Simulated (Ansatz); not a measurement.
## Sr in place of Ca at several sites of glassy CaAl2Si2O8 (117 atoms)

At which site of glassy CaAl2Si2O8 (117 atoms) does Sr in place of Ca cost least, and what about the site decides it?

Method: Kohn-Sham DFT, PBE, PAW (set soft_2), plane waves, in Ansatz 0.2.0.

## 1. Starting point

The cell holds 117 atoms: 18 Al, 9 Ca, 72 O and 18 Si. Its edges and angles: a = 11.536 Å, b = 11.536 Å, c = 11.536 Å, α = 90.0°, β = 90.0°, γ = 90.0°. 117 atoms (18 Al, 9 Ca, 72 O, 18 Si) placed at random at 2.71 g/cm³, melted at 4500 K for 20 ps at fixed volume with the Morse and Coulomb pair potential with partial charges (Pedone, Malavasi, Menziani, Cormack and Segre, J. Phys. Chem. B 110, 11780 (2006)). Quenched from 4500 K to 300 K at 20 K/ps and fixed volume, held 5 ps. The starting density is a measured one.

Limits known from the start: The quench rate of 20 K/ps is many orders above laboratory rates, so the cell is likely richer in defects and strain than a real sample. The starting topology of bonds comes from the classical model, and needn't be the one that DFT or experiment would give. Only the Γ point is sampled, in a cell whose shortest periodic width is 12 Å.

## 2. Single point at the start

The forces at the start show how far the geometry lies from a minimum of this functional.

input.yaml reads:

```yaml
crystal:
  lattice:
    - [11.5363, 0.0, 0.0]
    - [0.0, 11.5363, 0.0]
    - [0.0, 0.0, 11.5363]
  atoms:
    - { symbol: Al, position: [0.34186, 0.00116, 0.95612] }
    - { symbol: Al, position: [0.84242, 0.96164, 0.09646] }
    - { symbol: Al, position: [0.60242, 0.85802, 0.40872] }
    - { symbol: Al, position: [0.30961, 0.21849, 0.27731] }
    - { symbol: Al, position: [0.96786, 0.51355, 0.30407] }
    - { symbol: Al, position: [0.8084, 0.98148, 0.51736] }
    - { symbol: Al, position: [0.88739, 0.67523, 0.89892] }
    - { symbol: Al, position: [0.99628, 0.82623, 0.63246] }
    - { symbol: Al, position: [0.44038, 0.98926, 0.5442] }
    - { symbol: Al, position: [0.40799, 0.64197, 0.68132] }
    - { symbol: Al, position: [0.09846, 0.95691, 0.4056] }
    - { symbol: Al, position: [0.94408, 0.08585, 0.28961] }
    - { symbol: Al, position: [0.76985, 0.17982, 0.78987] }
    - { symbol: Al, position: [0.55787, 0.88622, 0.70404] }
    - { symbol: Al, position: [0.10797, 0.95687, 0.11814] }
    - { symbol: Al, position: [0.60524, 0.0418, 0.97654] }
    - { symbol: Al, position: [0.50128, 0.15082, 0.78436] }
    - { symbol: Al, position: [0.34172, 0.60271, 0.13761] }
    - { symbol: Ca, position: [0.24571, 0.7271, 0.90673] }
    - { symbol: Ca, position: [0.40647, 0.32734, 0.52152] }
    - { symbol: Ca, position: [0.21624, 0.75756, 0.53672] }
    - { symbol: Ca, position: [0.98744, 0.17915, 0.94934] }
    - { symbol: Ca, position: [0.7041, 0.48925, 0.44338] }
    - { symbol: Ca, position: [0.09201, 0.45686, 0.90862] }
    - { symbol: Ca, position: [0.66277, 0.6513, 0.753] }
    - { symbol: Ca, position: [0.34587, 0.30846, 0.00506] }
    - { symbol: Ca, position: [0.902, 0.78842, 0.33557] }
    - { symbol: O, position: [0.39859, 0.71173, 0.05113] }
    - { symbol: O, position: [0.82351, 0.82302, 0.15519] }
    - { symbol: O, position: [0.74155, 0.96636, 0.99371] }
    - { symbol: O, position: [0.00912, 0.65413, 0.98899] }
    - { symbol: O, position: [0.9996, 0.64047, 0.21905] }
    - { symbol: O, position: [0.31018, 0.95272, 0.61146] }
    - { symbol: O, position: [0.19515, 0.09176, 0.76152] }
    - { symbol: O, position: [0.83554, 0.45824, 0.26202] }
    - { symbol: O, position: [0.21708, 0.25144, 0.61605] }
    - { symbol: O, position: [0.4942, 0.13287, 0.50561] }
    - { symbol: O, position: [0.95012, 0.44983, 0.6371] }
    - { symbol: O, position: [0.24272, 0.27114, 0.40359] }
    - { symbol: O, position: [0.43471, 0.92489, 0.40695] }
    - { symbol: O, position: [0.85217, 0.0531, 0.80936] }
    - { symbol: O, position: [0.60034, 0.10639, 0.118] }
    - { symbol: O, position: [0.67332, 0.1679, 0.34168] }
    - { symbol: O, position: [0.03297, 0.84485, 0.48271] }
    - { symbol: O, position: [0.06742, 0.41804, 0.26124] }
    - { symbol: O, position: [0.13886, 0.08296, 0.47171] }
    - { symbol: O, position: [0.49378, 0.51723, 0.69352] }
    - { symbol: O, position: [0.27165, 0.65114, 0.72582] }
    - { symbol: O, position: [0.21489, 0.29986, 0.85304] }
    - { symbol: O, position: [0.47936, 0.93089, 0.99633] }
    - { symbol: O, position: [0.82511, 0.26137, 0.6684] }
    - { symbol: O, position: [0.56264, 0.89179, 0.55317] }
    - { symbol: O, position: [0.43952, 0.2918, 0.27917] }
    - { symbol: O, position: [0.62788, 0.30595, 0.50957] }
    - { symbol: O, position: [0.7101, 0.08337, 0.54411] }
    - { symbol: O, position: [0.41481, 0.13442, 0.90393] }
    - { symbol: O, position: [0.55711, 0.70502, 0.38428] }
    - { symbol: O, position: [0.02779, 0.20063, 0.24182] }
    - { symbol: O, position: [0.12064, 0.80149, 0.10035] }
    - { symbol: O, position: [0.85744, 0.52814, 0.85871] }
    - { symbol: O, position: [0.22739, 0.27998, 0.16679] }
    - { symbol: O, position: [0.89512, 0.80528, 0.82018] }
    - { symbol: O, position: [0.59642, 0.78741, 0.11102] }
    - { symbol: O, position: [0.22428, 0.87953, 0.36651] }
    - { symbol: O, position: [0.97744, 0.0058, 0.04776] }
    - { symbol: O, position: [0.77791, 0.59405, 0.60041] }
    - { symbol: O, position: [0.48651, 0.29164, 0.74088] }
    - { symbol: O, position: [0.75484, 0.86052, 0.44574] }
    - { symbol: O, position: [0.99148, 0.67879, 0.6267] }
    - { symbol: O, position: [0.02449, 0.2705, 0.52534] }
    - { symbol: O, position: [0.44019, 0.4394, 0.89819] }
    - { symbol: O, position: [0.71737, 0.61451, 0.18076] }
    - { symbol: O, position: [0.28652, 0.91826, 0.84335] }
    - { symbol: O, position: [0.63754, 0.13659, 0.85488] }
    - { symbol: O, position: [0.81987, 0.28724, 0.8928] }
    - { symbol: O, position: [0.34674, 0.64743, 0.29085] }
    - { symbol: O, position: [0.6322, 0.95731, 0.28762] }
    - { symbol: O, position: [0.91375, 0.03652, 0.4247] }
    [... 33 atom lines left out ...]
    - { symbol: Si, position: [0.91894, 0.57286, 0.58092] }
    - { symbol: Si, position: [0.46994, 0.8252, 0.09376] }
    - { symbol: Si, position: [0.83197, 0.9171, 0.77519] }
    - { symbol: Si, position: [0.07684, 0.6703, 0.1093] }
    - { symbol: Si, position: [0.72181, 0.73044, 0.10734] }
    - { symbol: Si, position: [0.95067, 0.30592, 0.64205] }
kpoints:
  mp_grid: { grid: [1, 1, 1] }
hamiltonian:
  xc: pbe
scf:
  occupations: { method: fixed }
output:
  forces: true
```

Run with:

```console
$ ansatz run input.yaml --threads 4 --pin off --max-ram 8192MiB --backend cpu --events-out ev --progress --plain --runs-dir out
```

Log:

```text
[...]
Pseudopotentials: kind: paw
Pseudopotential: Al, paw, valence charge 3, recommended cutoff 420 eV (normal), Al.paw.azcp
Pseudopotential: Ca, paw, valence charge 10, recommended cutoff 420 eV (normal), Ca.paw.azcp
Pseudopotential: O, paw, valence charge 6, recommended cutoff 420 eV (normal), O.paw.azcp
Pseudopotential: Si, paw, valence charge 4, recommended cutoff 420 eV (normal), Si.paw.azcp
[...]
Crystal: 117 atoms, lattice volume = 1535.323 Å³
Basis set: ecut = 420 eV, 30047 PW (Γ), exchange–correlation on 160×160×160 points (8 copies of the dense FFT grid, shifted against one another)
Bands: 441, of which v1, the nominal top of the filled ones, is band 324 counted from 1 (323 counted from 0)
Symmetry: 1 space group operations
Space group: P1 (ITA 1), of the structure as read, at distance tolerance 1.2e-4 Å
k-points: 1
[...]
Initial density: superposition of atomic densities (neutral atoms: chi_scale 0, normalization atom), corrected by the library's trained network
Initial wavefunctions: pseudopotential atomic-orbital guess
[...]
SCF iter   1: F=—  HF=-78472.453062 eV  |F-HF|=—  |Δ(HF+E_count)|=         —  Δρ=2.33e-3  dr2=1.31e-1  ethr=1.77e-3  ⟨swp⟩=8.0  Hψ=1503  notcnv=0  defer=115
preconditioner: auto → Resta (q_TF=auto, 2.363 Å⁻¹)  ε∞=3.1  [insulator: Δε(μ)=2.558 eV  Ē_g=16.240 eV  n_scr=340 (ndim 8)  ℏωp=23.8 eV  f_vac=0.108  ε∞_Penn≈3.1]
SCF iter   2: F=—  HF=-78472.455565 eV  |F-HF|=—  |Δ(HF+E_count)|=   2.50e-3  Δρ=1.24e-3  dr2=3.11e-2  ethr=2.03e-5  ⟨swp⟩=4.0  Hψ=766  notcnv=0  defer=115
SCF iter   3: F=—  HF=-78472.456771 eV  |F-HF|=—  |Δ(HF+E_count)|=   1.21e-3  Δρ=5.55e-4  dr2=8.66e-3  ethr=4.81e-6  ⟨swp⟩=4.0  Hψ=559  notcnv=0  defer=98
automatic band count: iteration 3 solves 424 bands in place of 441: the levels show a gap, and the empty bands left out lie too high to hold charge; the band table lists the bands solved (type scf.n_extra_bands for more)
SCF iter   4: F=—  HF=-78472.456189 eV  |F-HF|=—  |Δ(HF+E_count)|=   5.82e-4  Δρ=1.95e-4  dr2=6.61e-4  ethr=1.34e-6  ⟨swp⟩=4.0  Hψ=559  notcnv=0  defer=98
SCF iter   5: F=—  HF=-78472.456276 eV  |F-HF|=—  |Δ(HF+E_count)|=   8.69e-5  Δρ=1.09e-4  dr2=1.63e-4  ethr=1.02e-7  ⟨swp⟩=2.0  Hψ=568  notcnv=0  defer=98
SCF iter   6: F=—  HF=-78472.456306 eV  |F-HF|=—  |Δ(HF+E_count)|=   2.94e-5  Δρ=3.89e-5  dr2=2.18e-5  ethr=2.52e-8  ⟨swp⟩=2.0  Hψ=602  notcnv=0  defer=98
SCF iter   7: F=—  HF=-78472.456837 eV  |F-HF|=—  |Δ(HF+E_count)|=   5.32e-4  Δρ=1.60e-5  dr2=3.58e-6  ethr=3.37e-9  ⟨swp⟩=2.0  Hψ=746  notcnv=0  defer=98
SCF iter   8: F=—  HF=-78472.456840 eV  |F-HF|=—  |Δ(HF+E_count)|=   2.19e-6  Δρ=1.01e-5  dr2=1.43e-6  ethr=5.52e-10  ⟨swp⟩=3.0  Hψ=616  notcnv=0  defer=98
SCF iter   9: F=-78472.456840 eV  HF=-78472.456840 eV  |F-HF|=3.58e-8  |Δ(HF+E_count)|=   2.60e-7  Δρ=2.18e-6  dr2=7.60e-8  ethr=1.54e-11  ⟨swp⟩=3.0  Hψ=1632  notcnv=0
SCF 1 converged in 9 iterations: F = -78472.456840 eV  dr2 = 7.60e-8
[...]
SCF converged after 9 iterations
Free energy (F): -78472.456840 eV
Harris-Foulkes:  -78472.456840 eV  (|F-HF|=3.58e-8)
Internal energy: -78472.456840 eV  (E = F + TS)
E sigma→0 (E₀):  -78472.456840 eV
Fermi energy:    5.358940 eV
--- Per-component energies (eV) ---
[...]
Σ components = -78472.456840   (vs F -78472.456840, Δ=0.00e0)
--- Forces (eV/Å), atoms counted from 1 ---
  atom   1  Al     0.93416164     1.81493765    -0.49146030
  atom   2  Al    -0.17959772     0.27830067    -0.52088662
  atom   3  Al     0.01479990     0.36288488    -0.75768225
  atom   4  Al    -0.88497723    -0.39353262     0.24494232
[...]
atom 117  Si     0.96306047     0.63567078    -0.82697789
  max |Σ_I F_I| component: 1.94e-4 eV/Å
```

It took 6 s on 4 threads of AMD EPYC 9R45 (Zen 5), shared host; peak memory 2 GiB.

Reading the cycles: dr2 is the Hartree energy of the density residual (eV), the measure of convergence; HF is the Harris–Foulkes estimate of the energy, which meets the free energy F at convergence.

The r.m.s. force at the start is 1.2 eV/Å.

(Part 1 of 5 ends here.)

[Logs are printed without paths, hosts, clocks, repeated set-up lines and the standing remarks that a program may print on its own settings, such as how far it seeks lower states.]

[Hosts, paths, dates, database ids (printed as entryN), source tags and the programs' standing remarks are cut or masked in the printed files.]
